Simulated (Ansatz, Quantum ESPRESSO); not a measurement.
# ErH2 (Fm-3m): zone-centre phonons, part 3 of 3

Which modes does ErH2 (Fm-3m) have at the zone centre?

Quantum ESPRESSO 7.5; DFT PBEsol, scalar-relativistic, plane waves, PseudoDojo norm-conserving, 4f in core pseudopotentials.

So far, highest optical zone-centre mode (no LO-TO term) (cm⁻¹): step 6 (modes with the sum rule) 1171; step 7 (without ASR) 1170.

## 9. A second program

A second program on the same cell, potentials, cutoff and meshes tests the implementation of the phonon response, not its convergence. Its k mesh is centred on Γ.

This step: DFT PBEsol, scalar-relativistic, plane waves, norm-conserving pseudopotentials, 4f in core (Ansatz 0.2.0).

The input, input.yaml:

```yaml
crystal:
  lattice:
    - [-2.5261020177, 0.0, 2.5261020177]
    - [0.0, 2.5261020177, 2.5261020177]
    - [-2.5261020177, 2.5261020177, 0.0]
  atoms:
    - { symbol: Er, position: [0.0, 0.0, 0.0] }
    - { symbol: H, position: [0.75, 0.75, 0.75] }
    - { symbol: H, position: [0.25, 0.25, 0.25] }
kpoints:
  mp_grid: { grid: [12, 12, 12] }
hamiltonian:
  xc: pbesol
  pseudopotentials:
    kind: nc
    azcp: { Er: "pseudopotentials/pbe/nc/lanthanide_3plus/Er.nc.azcp" }
    accuracy: standard
scf:
  occupations: { method: cold, width: 0.27211 }
output:
  eigenvalues: true
basis:
  ecutwfc: 870.764
phonons:
  method: dfpt
```

The run is started by

```sh
$ ansatz run input.yaml --threads 4 --pin off --max-ram 8192MiB --backend cpu --events-out ev --progress --plain --runs-dir out
```

Numbers of over 12 decimals in the logs are rounded to 6 here.

The program printed:

```text
Warning: basis.ecutwfc = 870.764 eV is below the records' recommended 979.609905 eV, and the density's cutoff is lower with it unless basis.ecutrho_ratio is high enough to keep the records' density cutoff: compare with a run at a higher cutoff
Warning: <dir> the record states the generating functional pbe (its physics header spells it `PBE`), which answers neither for hamiltonian.xc's functional nor for the pbesol family's — results may be inconsistent (PPs are generated against a specific XC)
zone centre: on kpoints.mp_grid the ground state, and the responses unless they are solved on pairs of k-points, stand on 163 of the mesh's 1728 k-points, reduced under 8 symmetry operations, with k and −k counted as one. Each operation leaves every solved displacement unchanged or reverses it
Engine: ansatz 0.2.0, aarch64-unknown-linux-gnu
Pseudopotentials: kind: nc
Pseudopotential: Er, nc, valence charge 11, recommended cutoff 761.918815 eV (normal), <dir>
Pseudopotential: H, nc, valence charge 1, recommended cutoff 979.609905 eV (normal), H.nc.azcp (PseudoDojo's, or run here from an input of PseudoDojo's; its table is named by hamiltonian.pseudopotentials.accuracy)
Functional definition: PBEsol
  exchange = pbesol_x
  correlation = pbesol_c
Crystal: 3 atoms, lattice volume = 32.239 Å³
Basis set: ecut = 870.764 eV, 1893 PW (Γ), exchange–correlation on 72×72×72 points (8 copies of the dense FFT grid, shifted against one another)
Bands: 11, of which v1, the nominal top of the filled ones, is band 7 counted from 1 (6 counted from 0)
Symmetry: 48 space group operations
k-points: 163 of 1728 (irreducible under 8 space group operations, time reversal used)
Non-local potential: Er, projectors of the file, l = 0: 2, l = 1: 2, l = 2: 2, l = 3: 1
Non-local potential: H, projectors of the file, l = 0: 2, l = 1: 1
Initial density: superposition of atomic densities (chi_scale 0.1, normalization cell, long waves kept (reshape's long-wave potential 0.00 eV rms))
Initial wavefunctions: pseudopotential atomic-orbital guess
Functional: x = pbesol(κ = 0.804, μ = 0.123457), c = pbesol(β = 0.046)
SCF iter   1: F=—  HF=-1259.584017 eV  |F-HF|=—  |Δ(HF+E_count)|=         —  Δρ=6.83e-2  dr2=1.40e0  ethr=3.10e-3  ⟨swp⟩=5.0  Hψ=9459  notcnv=0
preconditioner: auto → none  [insulator: Δε(μ)=0.295 eV  Ē_g=9.198 eV  σ=0.272 eV  W_gap=0.58  n_scr=8 (ndim 8)  ℏωp=14.6 eV  f_vac=0.000  D(μ)=0.61/eV (n_scr^D=0)  ε∞_Penn≈3.5]
SCF iter   2: F=—  HF=-1259.059866 eV  |F-HF|=—  |Δ(HF+E_count)|=   5.24e-1  S|Δr|=    0.00e0  Δρ=1.79e-2  dr2=8.92e-2  ethr=3.10e-3  ⟨swp⟩=3.1  Hψ=4492  notcnv=0  defer=35
SCF iter   3: F=—  HF=-1259.030622 eV  |F-HF|=—  |Δ(HF+E_count)|=   2.92e-2  S|Δr|=    0.00e0  Δρ=2.42e-3  dr2=9.64e-4  ethr=6.86e-4  ⟨swp⟩=2.0  Hψ=2087  notcnv=0  defer=35
SCF iter   4: F=—  HF=-1259.030807 eV  |F-HF|=—  |Δ(HF+E_count)|=   1.85e-4  S|Δr|=    0.00e0  Δρ=4.62e-4  dr2=2.32e-5  ethr=7.42e-6  ⟨swp⟩=2.3  Hψ=2955  notcnv=0  defer=35
SCF iter   5: F=—  HF=-1259.030822 eV  |F-HF|=—  |Δ(HF+E_count)|=   1.50e-5  S|Δr|=    0.00e0  Δρ=4.97e-5  dr2=5.48e-7  ethr=1.78e-7  ⟨swp⟩=2.4  Hψ=2729  notcnv=0  defer=35
SCF iter   6: F=—  HF=-1259.030822 eV  |F-HF|=—  |Δ(HF+E_count)|=   7.58e-7  S|Δr|=    0.00e0  Δρ=4.92e-6  dr2=3.01e-9  ethr=4.21e-9  ⟨swp⟩=2.2  Hψ=2786  notcnv=0  defer=35
SCF iter   7: F=—  HF=-1259.030822 eV  |F-HF|=—  |Δ(HF+E_count)|=  3.23e-10  S|Δr|=    0.00e0  Δρ=1.47e-6  dr2=3.95e-10  ethr=2.32e-11  ⟨swp⟩=2.0  Hψ=2828  notcnv=0  defer=35
SCF iter   8: F=-1259.030822 eV  HF=-1259.030822 eV  |F-HF|=5.91e-12  |Δ(HF+E_count)|=  1.66e-10  S|Δr|=    0.00e0  Δρ=2.20e-7  dr2=8.37e-12  ethr=1.00e-12  ⟨swp⟩=6.5  Hψ=9600  notcnv=0
SCF 1 converged in 8 iterations: F = -1259.030822 eV  dr2 = 8.37e-12
DFPT response loops at Γ: preconditioner auto → Kerker (q_TF=auto, 2.345 Å⁻¹) (partly filled bands, converged f_vac=0.000); β = 1.00, the filter's whole step (`scf.mixing.beta` (0.50) is not read by the response loops under this deck's `scf.mixing.preconditioner`; to damp them name `kerker` or `kerker_dos`, under which they read `scf.mixing.beta`, and type it under 1.00, their step now; both keys bind the ground state too); Broyden in place of MSR1
SCF converged after 8 iterations
Stability not checked: this state was not tested for a lower state beside it, because cold or Methfessel-Paxton smearing, or corrected tetrahedra, fill the levels in a way that the test cannot read (fill_not_monotonic; see scf.lower_state_search)
Free energy (F): -1259.030822 eV
Harris-Foulkes:  -1259.030822 eV  (|F-HF|=5.91e-12)
Internal energy: -1259.033006 eV  (E = F + TS)
E sigma→0 (E₀):  -1259.031550 eV
Entropy (-TS):   0.002184 eV (0.728 meV/atom)
Fermi energy:    10.197118 eV
--- Per-component energies (eV) ---
  E_band       = -134.579335
  E_kinetic    = 335.490567
  E_local      = -565.332734  (includes V_loc(G=0)·N_el)
  E_nonlocal   = -11.235578
  E_hartree    = 170.155325
  E_xc         = -331.060340
  E_vxc        = -233.812308  (∫ρ·V_xc dr)
  E_ewald      = -857.050247
  E_smearing   = 0.002184  (= −TS)
  E_closure    = 0.000000  (closes the sum)
  Σ components = -1259.030822   (vs F -1259.030822, Δ=0.00e0)
--- Band table (eV; the first three rows and the last of 163) ---
  k-point 0: bands = [... 3 lower, -13.8525, 1.4187, 9.3855, 11.5411, 11.5411, 11.5411, 14.4336, 14.4336]
  k-point 1: bands = [... 3 lower, -13.8578, 1.5896, 8.6953, 11.6337, 11.6337, 12.4331, 14.3145, 14.3145]
  k-point 2: bands = [... 3 lower, -13.8720, 2.0651, 7.6910, 11.8402, 11.8402, 13.9607, 14.1255, 14.1255]
  k-point 162: bands = [... 3 lower, -14.0568, 4.9105, 6.5195, 7.9786, 16.2445, 16.3313, 16.3313, 17.1336]
--- Phonons (Γ-DFPT): 2 representative perturbations + reference, on 163 of 1728 k-points (Σ response iterations 7) ---
  k mesh reduced under 8 symmetry operations, with k and −k counted as one. Each operation leaves every solved displacement unchanged or reverses it
  ASR residual: 3.151e-4 → 0.000e0 eV/Å²; symmetrization residual: 4.815e-7 eV/Å²
  ASR residual per site (eV/Å²): 3.15e-4 5.97e-6 5.97e-6
  Γ frequencies (cm⁻¹): 0.00 0.00 0.00 971.11 971.11 971.11 1170.81 1170.81 1170.81
  non-analytic LO–TO correction: not included (Born effective charges unavailable; polar crystals: no LO–TO splitting at Γ)
```

Wall time 9.5 s (4 threads of Arm Neoverse V2, shared host); peak memory 0.69 GiB; 36 s of CPU time.

Read from the output:

| Quantity | Value |
| --- | --- |
| sum-rule residual before enforcement | 3.15e-4 eV/Å² |
| highest optical zone-centre mode (no LO-TO term) | 1171 cm⁻¹ |
| lowest optical zone-centre mode | 971.1 cm⁻¹ |

## 10. Side by side: QE PseudoDojo and Ansatz, PseudoDojo

Numbers from this step:

* root-mean-square difference: 0.32 cm⁻¹
* largest difference: 0.36 cm⁻¹

Frequencies side by side, by row:

| q (reciprocal lattice) | mode | QE PseudoDojo (cm⁻¹) | Ansatz, PseudoDojo (cm⁻¹) |
| --- | --- | --- | --- |
| 0 0 0 | 1 | 0 | 0 |
| 0 0 0 | 2 | 0 | 0 |
| 0 0 0 | 3 | 0 | 0 |
| 0 0 0 | 4 | 970.8 | 971.1 |
| 0 0 0 | 5 | 970.8 | 971.1 |
| 0 0 0 | 6 | 970.8 | 971.1 |
| 0 0 0 | 7 | 1171 | 1171 |
| 0 0 0 | 8 | 1171 | 1171 |
| 0 0 0 | 9 | 1171 | 1171 |

At the zone centre the largest difference (acoustic modes at Γ apart) is 0.03 % of the highest mode.

## 11. What came out

- space group after relaxation: Fm-3m
- volume per atom: 10.7 Å³
- highest optical zone-centre mode (no LO-TO term): 1171 cm⁻¹
- lowest optical zone-centre mode: 970.8 cm⁻¹
- imaginary optical modes at the zone centre (no q mesh in this session): none
- largest difference from Ansatz, PseudoDojo: 0.36 cm⁻¹

In words: At the PBEsol level the optical modes of ErH2 (Fm-3m) at the zone centre run from 971 to 1171 cm⁻¹. Of the 6 optical modes, 3 are infrared active alone and 3 are Raman active alone; inversion symmetry keeps the two sets apart. QE PseudoDojo and Ansatz, PseudoDojo agree to 0.36 cm⁻¹ (0.03 % of the highest mode compared) on all solved modes but the acoustic ones at Γ, without the LO-TO term. These are harmonic frequencies at zero temperature: anharmonic shifts and linewidths and thermal expansion are left out. Spin-orbit coupling is left out, which can matter for the heavy elements here. In a metal the frequencies hang on the k mesh and the smearing, most of all near Kohn anomalies. The runs are without spin polarisation, although the cell has an odd electron count or an open d or f shell, so a magnetic state was not tested. The 4f electrons are frozen in the core as for a trivalent ion, in files made for PBE, so their moments and any magnetic order are left out. The relaxation ran at 64 Ry, under the 72 Ry recommended for these files; the stress of so short a basis can leave the cell about one per cent too small. Ansatz warns that the cutoff lies 11 % under the one recommended for these files; agreement at one cutoff is not convergence.

[Host names and launcher messages were left out of these logs when they were recorded.]

[Logs are printed without paths, hosts, clocks, repeated set-up lines and the standing remarks that a program may print on its own settings, such as how far it seeks lower states.]

[Hosts, paths, dates, database ids (printed as entryN), source tags and the programs' standing remarks are cut or masked in the printed files.]
